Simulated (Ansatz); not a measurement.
**LaNi2P2 (I4/mmm): Migdal–Eliashberg transition temperature**

What Tc do the phonons of LaNi2P2 (I4/mmm) give, and how does it depend on μ*? The cell shown first is a relaxed one, from steps not shown here.

Main program and level: Ansatz 0.2.0; DFT PBEsol, scalar-relativistic, plane waves, PAW.

### Step 1. The cell after earlier relaxation steps

Symmetry: I4/mmm, No. 139, tetragonal system. The conventional cell has a = 3.960 Å, b = 3.960 Å, c = 9.512 Å, α = 90.00°, β = 90.00°, γ = 90.00°. Nearest to La lie 10 P at 3.06 to 3.51 Å and 8 Ni at 3.09 Å. Ni has 4 P at 2.28 Å and 4 Ni at 2.80 Å and 4 La at 3.09 Å nearest. Nearest to P lie 4 Ni at 2.28 Å and 1 P at 2.49 Å and 5 La at 3.06 to 3.51 Å. Farther neighbours are not listed.

### Step 2. Electron–phonon run: q 3×3×3, k 9×9×9, scattering 16×16×16

The run that gives the couplings also evaluates McMillan's and Allen and Dynes's formulas and, where asked, the Eliashberg equations, over a range of μ*.

Input file input.yaml:

```yaml
crystal:
  lattice:
    - [-1.9797872218, 1.9797872218, 4.7561712366]
    - [1.9797872218, -1.9797872218, 4.7561712366]
    - [1.9797872218, 1.9797872218, -4.7561712366]
  atoms:
    - { symbol: La, position: [0.0, 0.0, 0.0] }
    - { symbol: Ni, position: [0.75, 0.25, 0.5] }
    - { symbol: Ni, position: [0.25, 0.75, 0.5] }
    - { symbol: P, position: [0.3692566373, 0.3692566373, 0.0] }
    - { symbol: P, position: [0.6307433627, 0.6307433627, 0.0] }
kpoints:
  mp_grid: { grid: [9, 9, 9] }
hamiltonian:
  xc: pbesol
scf:
  occupations: { method: methfessel_paxton, width: 0.2 }
output:
  eigenvalues: true
phonons:
  method: dfpt
  qmesh: [3, 3, 3]
  temperatures: { t_max: 1000, t_step: 50 }
  qpath:
    path:
      - [0.0, 0.0, 0.0]
      - [0.0, 0.0, 0.5]
      - [0.25, 0.25, 0.25]
      - [0.0, 0.5, 0.0]
      - [0.0, 0.0, 0.0]
      - [0.5, 0.5, -0.5]
    npoints: 6
  electrical_resistivity:
    mesh: [16, 16, 16]
    temperatures: [20.0, 50.0, 80.0, 100.0, 150.0, 200.0, 273.0, 300.0, 400.0, 500.0, 600.0, 800.0]
  superconductivity: { mesh: [16, 16, 16] }
```

On the command line:

```console
> ansatz run input.yaml --threads 16 --pin off --max-ram 61440MiB --backend cuda --events-out ev --progress --plain --runs-dir out
```

Numbers of over 12 decimals in the logs are rounded to 6 here.

Output:

```text
Engine: ansatz 0.2.0, aarch64-unknown-linux-gnu
Pseudopotentials: kind: paw
Pseudopotential: La, paw, valence charge 11, recommended cutoff 420 eV (normal), La.paw.azcp
Pseudopotential: Ni, paw, valence charge 18, recommended cutoff 420 eV (normal), Ni.paw.azcp
Pseudopotential: P, paw, valence charge 5, recommended cutoff 420 eV (normal), P.paw.azcp
Functional definition: PBEsol
  exchange = pbesol_x
  correlation = pbesol_c
[...]
Crystal: 5 atoms, lattice volume = 74.568 Å³
Basis set: ecut = 420 eV, 1459 PW (Γ), exchange–correlation on 80×80×80 points (8 copies of the dense FFT grid, shifted against one another)
Bands: 35, of which v1, the nominal top of the filled ones, is band 29 counted from 1 (28 counted from 0)
Symmetry: 16 space group operations
k-points: 75 of 729
Non-local potential: La, projectors of the file, l = 0: 3, l = 1: 2, l = 2: 2, l = 3: 3
Non-local potential: Ni, projectors of the file, l = 0: 3, l = 1: 2, l = 2: 3, l = 3: 1
Non-local potential: P, projectors of the file, l = 0: 2, l = 1: 2, l = 2: 2
PAW form: soft (Blöchl's): semilocal exchange-correlation on the pseudo side does not see the compensation charge
PAW frozen core: La, regenerated for the run's functional, and the local potential with it (the file was generated under x = pbe(κ = 0.804, μ = 0.219515), c = pbe(β = 0.066725))
PAW frozen core: Ni, regenerated for the run's functional, and the local potential with it (the file was generated under x = pbe(κ = 0.804, μ = 0.219515), c = pbe(β = 0.066725))
PAW frozen core: P, regenerated for the run's functional, and the local potential with it (the file was generated under x = pbe(κ = 0.804, μ = 0.219515), c = pbe(β = 0.066725))
PAW one-centre angular grid: La, 590 points (default); XC on 64 Gauss nodes
PAW one-centre angular grid: Ni, 590 points (default); XC on 64 Gauss nodes
PAW one-centre angular grid: P, 110 points (default); XC on 64 Gauss nodes
Initial density: superposition of atomic densities (neutral atoms: chi_scale 0, normalization atom), corrected by the library's trained network
Initial wavefunctions: pseudopotential atomic-orbital guess
[...]
Functional: x = pbesol(κ = 0.804, μ = 0.123457), c = pbesol(β = 0.046)
SCF iter   1: F=—  HF=-19256.719668 eV  |F-HF|=—  |Δ(HF+E_count)|=         —  Δρ=1.43e-2  dr2=9.62e-2  ethr=1.77e-3  ⟨swp⟩=4.8  Hψ=10821  notcnv=0
preconditioner: auto → Kerker (q_TF=auto, 2.609 Å⁻¹)  [metal: Δε(μ)=0.067 eV  Ē_g=7.880 eV  σ=0.200 eV  W_gap=0.28  n_scr=30 (ndim 8)  ℏωp=26.9 eV  f_vac=0.000  D(μ)=1.67/eV (n_scr^D=10)]
SCF iter   2: F=—  HF=-19256.704414 eV  |F-HF|=—  |Δ(HF+E_count)|=   1.53e-2  S|Δr|=    0.00e0  Δρ=2.34e-3  dr2=5.93e-3  ethr=1.69e-4  ⟨swp⟩=2.0  Hψ=4452  notcnv=0  defer=2
[...]
SCF iter  11: F=-19256.702721 eV  HF=-19256.702721 eV  |F-HF|=3.64e-12  |Δ(HF+E_count)|=  3.64e-12  S|Δr|=    0.00e0  Δρ=4.49e-8  dr2=1.14e-12  ethr=1.00e-12  ⟨swp⟩=12.4  Hψ=14818  notcnv=0
SCF 1 converged in 11 iterations: F = -19256.702721 eV  dr2 = 1.14e-12
  greatest PAW one-centre occupation: 1.001 electrons in one spin orbital (limit 2), on the Ni atom at site 2 (counted from 0), in its partial waves of l = 1
phonons: the bands overlap, so this run is a metal and interpolates without the dipole-dipole term. If the crystal is really an insulator or semiconductor, its LO-TO splitting is missing
[...]
NSCF: frozen V_eff on 75 k-points, pencils in batches of 32, up to order 140
[...]
NSCF: frozen V_eff on 75 k-points
[...]
DFPT response loops at q = (0, 0, 0) (fractional): preconditioner auto → Kerker (q_TF=auto, 2.609 Å⁻¹) (partly filled bands, converged f_vac=0.000); β = 1.00, the filter's whole step (`scf.mixing.beta` (0.50) is not read by the response loops under this deck's `scf.mixing.preconditioner`; to damp them name `kerker` or `kerker_dos`, under which they read `scf.mixing.beta`, and type it under 1.00, their step now; both keys bind the ground state too); Anderson in place of MSR1; while a model of the screening serves, it and β = 1 on shorter waves in the place of filter and β
[...]
NSCF: frozen V_eff on 75 k-points
[...]
DFPT response loops at q = (0, 0, 0.333333) (fractional): mixed as the last ones told, above
[...]
SCF 2 converged in 11 iterations: F = -19256.702721 eV  dr2 = 1.15e-12
[...]
SCF converged after 11 iterations
[...]
Hall coefficient in a weak field at 50 K (a third of the trace): 6.160e-10 m³/C (as a tensor it moves by 14.1 % between the two finest meshes); by each state's relaxation time: 5.687e-10 m³/C; by a constant relaxation time: 1.602e-10 m³/C
  mean free path at 80 K (of a tensor a third of its trace): 64.1 nm by what each carries, 45.0 by the Fermi surface alone
  Hall coefficient in a weak field at 80 K (a third of the trace): 5.454e-10 m³/C (as a tensor it moves by 14.8 % between the two finest meshes); by each state's relaxation time: 4.888e-10 m³/C; by a constant relaxation time: 1.602e-10 m³/C
  mean free path at 100 K (of a tensor a third of its trace): 40.3 nm by what each carries, 29.6 by the Fermi surface alone
  Hall coefficient in a weak field at 100 K (a third of the trace): 5.090e-10 m³/C (as a tensor it moves by 15.4 % between the two finest meshes); by each state's relaxation time: 4.534e-10 m³/C; by a constant relaxation time: 1.601e-10 m³/C
  mean free path at 150 K (of a tensor a third of its trace): 19.9 nm by what each carries, 15.5 by the Fermi surface alone
  Hall coefficient in a weak field at 150 K (a third of the trace): 4.512e-10 m³/C (as a tensor it moves by 16.5 % between the two finest meshes); by each state's relaxation time: 3.986e-10 m³/C; by a constant relaxation time: 1.597e-10 m³/C
  mean free path at 200 K (of a tensor a third of its trace): 13.1 nm by what each carries, 10.5 by the Fermi surface alone
  Hall coefficient in a weak field at 200 K (a third of the trace): 4.218e-10 m³/C (as a tensor it moves by 17.0 % between the two finest meshes); by each state's relaxation time: 3.710e-10 m³/C; by a constant relaxation time: 1.591e-10 m³/C
  mean free path at 273 K (of a tensor a third of its trace): 8.86 nm by what each carries, 7.20 by the Fermi surface alone
  Hall coefficient in a weak field at 273 K (a third of the trace): 4.003e-10 m³/C (as a tensor it moves by 16.9 % between the two finest meshes); by each state's relaxation time: 3.512e-10 m³/C; by a constant relaxation time: 1.579e-10 m³/C
  mean free path at 300 K (of a tensor a third of its trace): 7.93 nm by what each carries, 6.46 by the Fermi surface alone
  Hall coefficient in a weak field at 300 K (a third of the trace): 3.951e-10 m³/C (as a tensor it moves by 16.8 % between the two finest meshes); by each state's relaxation time: 3.466e-10 m³/C; by a constant relaxation time: 1.575e-10 m³/C
  mean free path at 400 K (of a tensor a third of its trace): 5.75 nm by what each carries, 4.69 by the Fermi surface alone
  Hall coefficient in a weak field at 400 K (a third of the trace): 3.813e-10 m³/C (as a tensor it moves by 16.2 % between the two finest meshes); by each state's relaxation time: 3.342e-10 m³/C; by a constant relaxation time: 1.558e-10 m³/C
  mean free path at 500 K (of a tensor a third of its trace): 4.53 nm by what each carries, 3.68 by the Fermi surface alone
  Hall coefficient in a weak field at 500 K (a third of the trace): 3.716e-10 m³/C (as a tensor it moves by 15.4 % between the two finest meshes); by each state's relaxation time: 3.255e-10 m³/C; by a constant relaxation time: 1.545e-10 m³/C
  mean free path at 600 K (of a tensor a third of its trace): 3.74 nm by what each carries, 3.03 by the Fermi surface alone
  Hall coefficient in a weak field at 600 K (a third of the trace): 3.641e-10 m³/C (as a tensor it moves by 14.7 % between the two finest meshes); by each state's relaxation time: 3.191e-10 m³/C; by a constant relaxation time: 1.537e-10 m³/C
  mean free path at 800 K (of a tensor a third of its trace): 2.77 nm by what each carries, 2.22 by the Fermi surface alone
  Hall coefficient in a weak field at 800 K (a third of the trace): 3.539e-10 m³/C (as a tensor it moves by 13.2 % between the two finest meshes); by each state's relaxation time: 3.107e-10 m³/C; by a constant relaxation time: 1.534e-10 m³/C
  the resistivity times a path that all electrons share, by the Fermi surface of the deck's mesh alone (a third of the trace): 1.562e-15 Ω·m²
  not converged in the mesh (λ_tr; the resistivity at 20 K by 18.87 %; the resistivity at 50 K by 23.34 %; the resistivity at 80 K by 21.18 %; the resistivity at 100 K by 20.30 %; the resistivity at 150 K by 19.00 %; the resistivity at 200 K by 18.30 %; the resistivity at 273 K by 17.70 %; the resistivity at 300 K by 17.52 %; the resistivity at 400 K by 16.94 %; the resistivity at 500 K by 16.28 %; the resistivity at [...]
  vibrations of 27 cells: unjudged by the run; compare a larger repeat
  the changes of the potential over all sites missed a rigid shift's by 0.00 % (the site terms' by 0.01 %)
  at the force constants' own smearing the fine mesh and the k-points of their solves give squared frequencies that differ by 1.9 % of the larger at the most, at (0, 0, 0)
--- Superconductivity: potentials and phonons of a 3×3×3 supercell ---
           mesh         λ    ħω_log (meV)  μ* declared at (meV)
       16×16×16    0.3364          16.938               21.680
          8×8×8    0.3332          16.687               21.262
          4×4×4    0.3064          17.222               21.753
  λ by the species' shares of the modes' patterns: La 0.0686, Ni 0.1696, P 0.0982
  with the Fermi level up to 44.0 meV (the hardest mode) off, states and modes as they are: density of states 0.8924 to 0.9723 /eV of one spin and cell, λ 0.3350 to 0.3402
  transition temperature on the deck's mesh (K), isotropic and anisotropic, restricted to the Fermi surface (FSR) and over the full bandwidth (FBW), and the last with the density of states resolved in a narrower window:
        μ*   McMillan   Allen–Dynes      iso. FSR      iso. FBW    aniso. FSR    aniso. FBW  narrow window
      0.08      0.497         0.504         0.451         0.451         0.720         0.720          0.720
      0.10      0.259         0.263         0.231         0.231         0.448         0.447          0.448
      0.12      0.115         0.116         0.102         0.102         0.265         0.264          0.264
      0.13      0.070         0.071    none_found    none_found         0.200         0.199          0.199
      0.14      0.040         0.041    none_found    none_found         0.149         0.148          0.148
      0.16      0.010         0.010    none_found    none_found    none_found    none_found     none_found
      0.20      0.000         0.000    none_found    none_found    none_found    none_found     none_found
  none_found: no transition down to 0.1 K
  isotope coefficients −∂ln Tc/∂ln M under μ* = 0.13, the force constants as they are, of the isotropic transitions restricted to the Fermi surface and over the full bandwidth: La - and -, Ni - and -, P - and -
  gaps at the Fermi level over the full bandwidth under μ* = 0.1, 0.112 K: 0.012 to 0.091 meV
  gaps at the Fermi level over the full bandwidth under μ* = 0.13, 0.050 K: 0.000 to 0.040 meV
  not converged in the mesh (the transition temperature): between neighbouring meshes, the two finest first, λ moves by 0.97 % and 8.02 % and the anisotropic transition temperature over the full bandwidth at μ* = 0.13 by 14.78 % and (not known); converged means that the two finest part by at most 2.00 % and 5.00 %
  vibrations of 27 cells: unjudged by the run; compare a larger repeat
  the changes of the potential over all sites missed a rigid shift's by 0.00 % (the site terms' by 0.01 %)
  at the force constants' own smearing the fine mesh and the k-points of their solves give squared frequencies that differ by 1.9 % of the larger at the most, at (0, 0, 0)
```

Elapsed: 1.7 min, on 1 × NVIDIA GB200 with 16 threads of Arm Neoverse V2, shared host; peak memory 7.9 GiB.

In the SCF lines HF is the Harris–Foulkes energy and dr2 the Hartree energy of the density residual, in eV; the loop may stop once dr2 is under the threshold and the program's other checks hold. Hψ counts applications of the Hamiltonian.

This run has no spin polarisation, although Ni can carry a moment.

This step gave:

| Property | Result |
| --- | --- |
| volume per atom | 14.91 Å³ |
| metallic on mesh | yes |
| gap on the k-mesh | 0 eV |
| zero-point energy | 0.1859 eV/cell |
| share of imaginary modes in the plain interpolation between solved wavevectors | 0 |
| highest frequency, solved or plainly interpolated | 352.4 cm⁻¹ |
| mean sound speed | 3.775 km/s |
| Debye temperature elastic | 457 K |
| Debye temperature (second moment) | 407 K |
| resistivity at 300 K | 24.7 μΩ cm, mean of the axes |
| coupling constant λ | 0.3364 |
| density of states at the Fermi level | 0.9403 states/eV a spin and cell |
| log mean phonon energy ħω_log | 16.94 meV |
| transport coupling constant λ_tr | 0.4158, 0.4158, 0.316 (xx, yy, zz) |
| Drude plasma energy | 3.82, 3.82, 4.391 eV (xx, yy, zz) |
| resistivity times mean free path | 17.06, 17.06, 12.75 × 10⁻¹⁶ Ω m² (xx, yy, zz) |

An empty cell: under 1 mK by a formula, or no transition down to the floor of the Eliashberg search. Transition temperatures:

```tsv
μ*	McMillan Tc (K)	Allen–Dynes Tc (K)	isotropic Fermi-surface Tc (K)	isotropic full bandwidth Tc (K)	anisotropic Fermi-surface Tc (K)	anisotropic full bandwidth Tc (K)	anisotropic narrow window Tc (K)
0.08	0.497	0.504	0.451	0.451	0.72	0.72	0.72
0.1	0.259	0.263	0.231	0.231	0.448	0.447	0.448
0.12	0.115	0.116	0.102	0.102	0.265	0.264	0.264
0.13	0.0704	0.0712	-	-	0.2	0.199	0.199
0.14	0.0402	0.0406	-	-	0.149	0.148	0.148
0.16	0.00987	0.00997	-	-	-	-	-
0.2	-	-	-	-	-	-	-
```

(Part 1 of 2 ends here.)

[Logs are printed without paths, hosts, clocks, repeated set-up lines and the standing remarks that a program may print on its own settings, such as how far it seeks lower states.]

[Hosts, paths, dates, database ids (printed as entryN), source tags and the programs' standing remarks are cut or masked in the printed files.]
